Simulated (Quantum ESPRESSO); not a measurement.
# YSi2Ir2: parallel and opposed starts, part 2 of 2

Wanted: the moments of YSi2Ir2 and the energy of each order that was tried.

Quantum ESPRESSO 7.5; PBEsol; plane waves with GBRV 1.5 PBEsol potentials, no spin-orbit coupling.

So far: The structure; Start 1: ferro ++; Run 2, typed as antiferro q=(0,0,1/2) +−−+.

The database entry behind the starting cell differs from later determinations by our own check (c about 0.9 % long), so it need not match the best structure at ambient conditions.

### 4. Run 3, typed as antiferro q=(1/2,1/2,1/2) +−−+

The cell is doubled to 10 atoms to hold this order.

pw.in reads:

```
&CONTROL
  calculation = 'scf'
  prefix = 'pwscf'
  outdir = './tmp'
  pseudo_dir = './pseudo'
  disk_io = 'nowf'
/
&SYSTEM
  ibrav = 0
  celldm(1) = 8
  nat = 10
  ntyp = 4
  ecutwfc = 40
  ecutrho = 280
  nbnd = 63
  occupations = 'smearing'
  smearing = 'fd'
  degauss = 0.00734986
  nspin = 2
  starting_magnetization(1) = 0
  starting_magnetization(2) = 0
  starting_magnetization(3) = 0.0667
  starting_magnetization(4) = -0.0667
/
&ELECTRONS
  conv_thr = 2d-08
  electron_maxstep = 150
  mixing_beta = 0.3
/
ATOMIC_SPECIES
Y      88.9058 y_pbesol_v1.4.uspp.F.UPF
Si     28.0850 si_pbesol_v1.uspp.F.UPF
Ir1   192.2170 ir_pbesol_v1.2.uspp.F.UPF
Ir2   192.2170 ir_pbesol_v1.2.uspp.F.UPF
CELL_PARAMETERS alat
  -0.9566738505918    0.9566738505918    2.3397171580523
   0.0000000000000    0.0000000000000    2.3397171580523
   0.0000000000000    0.9566738505918    0.0000000000000
ATOMIC_POSITIONS crystal
Y       0.0000000000    0.0000000000    0.0000000000
Y       0.5000000000    0.0000000000    0.0000000000
Si      0.0000000000    0.3750000000    0.0000000000
Si      0.5000000000    0.3750000000    0.0000000000
Si      0.0000000000    0.6250000000    0.0000000000
Si      0.5000000000    0.6250000000    0.0000000000
Ir1     0.0000000000    0.2500000000    0.5000000000
Ir2     0.5000000000    0.2500000000    0.5000000000
Ir2     0.5000000000    0.7500000000    0.5000000000
Ir1     0.0000000000    0.7500000000    0.5000000000
K_POINTS automatic
5 10 10 0 0 0
```

On the command line:

```sh
$ OMP_NUM_THREADS=1 mpirun -n 4 pw.x -nk 4 -in pw.in > pw.out
```

Output:

```text
     [... lines left out ...]
Program PWSCF v.7.5 starts
     [... lines left out ...]
     number of atoms/cell      =           10
     [... lines left out ...]
     number of electrons       =        98.00
     number of Kohn-Sham states=           63
     kinetic-energy cutoff     =      40.0000  Ry
     charge density cutoff     =     280.0000  Ry
     scf convergence threshold =      2.0E-08
     [... lines left out ...]
     16 Sym. Ops., with inversion, found ( 8 have fractional translation)
     [... lines left out ...]
     number of k points=    63  Fermi-Dirac smearing, width (Ry)=  0.0073
     [... lines left out ...]
     iteration # 14     ecut=    40.00 Ry     beta= 0.30
     [... lines left out ...]
     Magnetic moment per site  (integrated on atomic sphere of radius R)
     atom   1 (R=0.304)  charge=  8.9675  magn= -0.0000
     atom   2 (R=0.304)  charge=  8.9675  magn= -0.0000
     atom   3 (R=0.231)  charge=  1.9746  magn=  0.0000
     atom   4 (R=0.231)  charge=  1.9746  magn=  0.0000
     atom   5 (R=0.231)  charge=  1.9746  magn=  0.0000
     atom   6 (R=0.231)  charge=  1.9746  magn=  0.0000
     atom   7 (R=0.231)  charge= 11.6333  magn=  0.0000
     atom   8 (R=0.231)  charge= 11.6333  magn= -0.0000
     atom   9 (R=0.231)  charge= 11.6333  magn= -0.0000
     atom  10 (R=0.231)  charge= 11.6333  magn=  0.0000
     [... lines left out ...]
     the Fermi energy is    16.2733 ev
!    total energy              =    -951.02653754 Ry
     estimated scf accuracy    <          9.8E-09 Ry
     smearing contrib. (-TS)   =      -0.00780517 Ry
     [... lines left out ...]
     total magnetization       =    -0.00 Bohr mag/cell
     absolute magnetization    =     0.00 Bohr mag/cell
     convergence has been achieved in  14 iterations
```

It took 3 min on 4 MPI ranks of AMD EPYC 9R45, shared host; peak memory 1.6 GiB; 12 min of CPU time.

The spin moment in the atom's sphere vanishes on all atoms.

Read from the output:

```
smearing term TS       : 0.1062 eV
magnetization          : 0 μB
absolute magnetization : 0 μB
final state            : non-magnetic
```

### 5. Run 4 (no spin polarisation)

pw.in reads:

```
&CONTROL
  calculation = 'scf'
  prefix = 'pwscf'
  outdir = './tmp'
  pseudo_dir = './pseudo'
  disk_io = 'nowf'
/
&SYSTEM
  ibrav = 0
  celldm(1) = 8
  nat = 5
  ntyp = 3
  ecutwfc = 40
  ecutrho = 280
  nbnd = 34
  occupations = 'smearing'
  smearing = 'fd'
  degauss = 0.00734986
/
&ELECTRONS
  conv_thr = 1d-08
  electron_maxstep = 150
  mixing_beta = 0.3
/
ATOMIC_SPECIES
Y      88.9058 y_pbesol_v1.4.uspp.F.UPF
Si     28.0850 si_pbesol_v1.uspp.F.UPF
Ir    192.2170 ir_pbesol_v1.2.uspp.F.UPF
CELL_PARAMETERS alat
  -0.4783369252959    0.4783369252959    1.1698585790261
   0.4783369252959   -0.4783369252959    1.1698585790261
   0.4783369252959    0.4783369252959   -1.1698585790261
ATOMIC_POSITIONS crystal
Y       0.0000000000    0.0000000000    0.0000000000
Si      0.3750000000    0.3750000000    0.0000000000
Si      0.6250000000    0.6250000000    0.0000000000
Ir      0.7500000000    0.2500000000    0.5000000000
Ir      0.2500000000    0.7500000000    0.5000000000
K_POINTS automatic
10 10 10 0 0 0
```

Output:

```text
     [... lines left out ...]
Program PWSCF v.7.5 starts
     [... lines left out ...]
     number of atoms/cell      =            5
     [... lines left out ...]
     number of electrons       =        49.00
     number of Kohn-Sham states=           34
     kinetic-energy cutoff     =      40.0000  Ry
     charge density cutoff     =     280.0000  Ry
     scf convergence threshold =      1.0E-08
     [... lines left out ...]
     16 Sym. Ops., with inversion, found
     [... lines left out ...]
     number of k points=   102  Fermi-Dirac smearing, width (Ry)=  0.0073
     [... lines left out ...]
     iteration # 11     ecut=    40.00 Ry     beta= 0.30
     [... lines left out ...]
     the Fermi energy is    16.2733 ev
!    total energy              =    -475.51327347 Ry
     estimated scf accuracy    <          7.7E-09 Ry
     smearing contrib. (-TS)   =      -0.00390237 Ry
     [... lines left out ...]
     convergence has been achieved in  11 iterations
```

The job ended after 28 s (4 MPI ranks; peak memory 0.63 GiB).

Numbers from this step:

```yaml
smearing_term_ts: 0.05309 eV
final_state: non-magnetic (no spin polarisation)
```

### 6. Energies of the orders

An order is kept where moments of 0.15 μB or more survive with the typed signs; meshes match where a doubled cell samples the same k points as the first cell.

Orders:

```tsv
start	final state	typed order kept	energy over the lowest (meV a seeded atom)	largest site moment (μB)	net moment (μB a cell of the first run)	mesh matched	CPU time (s)
ferro ++	non-magnetic	no	0.03104	0	0	yes	245.9
antiferro q=(0,0,1/2) +--+	non-magnetic	no	0.03106	0	0	yes	1094
antiferro q=(1/2,1/2,1/2) +--+	non-magnetic	no	0.03197	0	0	yes	730.9
no spin polarisation	non-magnetic	-	0	0	0	yes	112.2
```

### 7. What came out

```json
{
  "lowest state found": "non-magnetic (from ferro ++, antiferro q=(0,0,1/2) +--+, antiferro q=(1/2,1/2,1/2) +--+ and no spin polarisation)",
  "largest site moment": "0 μB"
}
```

**Reading.** The lowest state carries no moment, and no start kept one. Only these 4 starts were compared; other wavevectors, canted and longer-period orders were not. Energies are free energies at an electronic temperature of 1160 K, which lowers moments and differences where the moments are itinerant.

[Logs and program files are shortened in this print: banners, set-up blocks, solver, clock and traceback lines can be left out without a mark of their own.]

[Logs are printed without paths, hosts, clocks, repeated set-up lines and the standing remarks that a program may print on its own settings, such as how far it seeks lower states.]

[Hosts, paths, dates, database ids (printed as entryN), source tags and the programs' standing remarks are cut or masked in the printed files.]

[Where a cell is said to come from a database of computed structures, the database is the Materials Project.]
